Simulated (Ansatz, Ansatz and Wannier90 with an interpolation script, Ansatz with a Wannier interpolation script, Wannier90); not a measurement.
An input for Ansatz 0.2.0 (GaAs (R3m)):

```yaml
crystal:
  lattice:
    - [-1.9589071062, -1.1309755451, 3.2939719739]
    - [1.9589071062, -1.1309755451, 3.2939719739]
    - [0.0, 2.2619510902, 3.2939719739]
  atoms:
    - { symbol: Ga, position: [-0.001345575, -0.001345575, -0.001345575] }
    - { symbol: As, position: [0.751345575, 0.751345575, 0.751345575] }
kpoints:
  mp_grid: { grid: [6, 6, 6] }
hamiltonian:
  xc: r2scan
scf:
  occupations: { method: fixed }
gw:
  n_empty_bands: 182
  ecut_chi: 150.0
  qp_bands: [v4, c4]
  screening: { model: contour_deformation }
```

```sh
ansatz run input.yaml --threads 14 --pin off --max-ram 73728MiB --backend cpu --events-out ev --progress --plain --runs-dir out
```

**Question.** Estimate wall time and host memory on 14 threads of Arm Neoverse V2, shared host.

It took 4 min; on shared hardware allow 2 min to 7.9 min. Peak host memory was 1.9 GiB. The sizes that set the cost: 1111 plane waves a state, 32 irreducible k points, 196 bands summed, 169 plane waves in the screening and 7 SCF cycles.

The screening grows as filled bands × empty bands × pairs of k points, times the square of the screening basis for the matrix.

[Paths, hosts, dates, memory and timing lines, banners, echoed tables and standing remarks are left out of the program output.]

[Logs are printed without paths, hosts, clocks, repeated set-up lines and the standing remarks that a program may print on its own settings, such as how far it seeks lower states.]

[Runs of the session that timed out or met a known fault of the program may be left out.]

[Hosts, paths, dates, database ids (printed as entryN), source tags and the programs' standing remarks are cut or masked in the printed files.]
